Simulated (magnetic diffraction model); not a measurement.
# Rb3HoS3 below its ordering temperature

Space group P2_1/c (no. 14), a = 8.4780 Å, b = 7.9930 Å, c = 12.7270 Å, β = 93.67°.

```csv
site,atom,x,y,z
4e,Ho,0.8404,0.4109,0.4300
4e,Rb,0.3634,0.1655,0.4172
4e,Rb,0.9266,0.8723,0.3451
4e,Rb,0.3736,0.6993,0.3101
4e,S,0.7422,0.1420,0.4506
4e,S,0.1069,0.4589,0.3991
4e,S,0.6881,0.5592,0.3085
```

This is a made-up structure (elements placed in a structure type, unrelaxed), so the numbers test the method and describe no known phase.

Only Ho is taken to order (form factors of Ho3+); orders and moment sizes are assumed, and not adapted to the symmetry. Radiation: neutrons of λ = 2.0775 Å, 5° to 30°; isotropic B of 0.18 Å² (Ho), 0.3 Å² (Rb) and 0.39 Å² (S). Simulated constant-wavelength pattern: nuclear and magnetic terms add, the magnetic one as |2.695 fm × Σ f S⊥ exp(2πi Q·r) exp(−B s²)|², summed over all Q at one angle with the factor 1/(sin²θ cos θ). For collinear order S is the moment m, which repeats by lattice and centring translations R with the sign exp(−2πi k·R). Free-ion form factors, Sears's scattering lengths of 1992, no absorption; a label names one of the reflections at its angle. The strongest nuclear line in the range is 100, and lines under 0.2 are left out.

Above the ordering temperature:

```tsv
2θ (°)	index	I
14.11	(1 0 0)	21.2
17.67	(0 1 1)	41.2
18.83	(0 0 2)	11.1
20.60	(1 1 0)	24.9
22.29	(1 1 -1)	100.0
22.86	(1 0 -2)	44.7
23.05	(1 1 1)	23.8
24.12	(0 1 2)	0.8
24.33	(1 0 2)	2.7
27.41	(1 1 -2)	7.0
28.43	(2 0 0)	25.2
28.67	(1 1 2)	13.1
```

Below it (cell unchanged):

```csv
2θ (°),I
9.38,1216.0
14.11,23.3
14.93,474.3
16.45,103.8
17.46,120.1
17.67,714.0
18.83,306.1
20.60,284.9
22.29,348.9
22.86,166.6
23.05,265.9
24.12,353.8
24.33,117.4
27.41,204.5
28.41,125.0
28.43,25.7
28.67,198.2
29.41,7.9
```

**Question.** Find the propagation vector, then choose among these models:
A. collinear moments along [110], 7.8 μB on Ho; signs + at (0.8404, 0.4109, 0.4300), − at (0.1596, 0.9109, 0.0700), − at (0.8404, 0.0891, 0.9300), + at (0.1596, 0.5891, 0.5700)
B. collinear moments along [100], 7.8 μB on Ho; signs + at (0.8404, 0.4109, 0.4300), − at (0.1596, 0.9109, 0.0700), − at (0.8404, 0.0891, 0.9300), + at (0.1596, 0.5891, 0.5700)
C. collinear moments along [100], 7.8 μB on Ho; signs + at (0.8404, 0.4109, 0.4300), + at (0.1596, 0.9109, 0.0700), + at (0.8404, 0.0891, 0.9300), − at (0.1596, 0.5891, 0.5700)
D. collinear moments along [110], 7.8 μB on Ho; signs + at (0.8404, 0.4109, 0.4300), + at (0.1596, 0.9109, 0.0700), + at (0.8404, 0.0891, 0.9300), − at (0.1596, 0.5891, 0.5700)

No line moves, and magnetic intensity falls on nuclear lines such as the one at 17.67°; new lines at (0 0 1), (0 1 0) and (1 0 -1) have whole indices that obey the lattice centring, at places with no nuclear intensity to speak of, so the magnetic cell equals the chemical primitive cell: k = 0.

Magnetic intensity, observed (below minus above) and for each model:

| 2θ (°) | index | observed | A | B | C | D |
| --- | --- | --- | --- | --- | --- | --- |
| 9.38 | (0 0 1) | 1216.0 | 3982.1 | 3982.1 | 1216.0 | 1216.0 |
| 14.11 | (1 0 0) | 2.2 | <0.2 | <0.2 | 2.2 | 251.9 |
| 14.93 | (0 1 0) | 474.3 | 721.2 | 1362.2 | 474.3 | 251.1 |
| 16.45 | (1 0 -1) | 103.8 | 681.1 | 297.1 | 103.8 | 238.1 |
| 17.46 | (1 0 1) | 120.1 | 14.8 | 7.8 | 120.1 | 225.6 |
| 17.67 | (0 1 1) | 672.8 | 91.2 | 137.6 | 672.8 | 446.0 |
| 18.83 | (0 0 2) | 295.1 | <0.2 | <0.2 | 295.1 | 295.1 |
| 27.41 | (1 1 -2) | 197.5 | 546.6 | 558.6 | 197.5 | 176.5 |

Model C matches.

The structure used: k = (0 0 0), collinear moments along [100], 7.8 μB on Ho; signs + at (0.8404, 0.4109, 0.4300), + at (0.1596, 0.9109, 0.0700), + at (0.8404, 0.0891, 0.9300), − at (0.1596, 0.5891, 0.5700).

[Logs are printed without paths, hosts, clocks, repeated set-up lines and the standing remarks that a program may print on its own settings, such as how far it seeks lower states.]
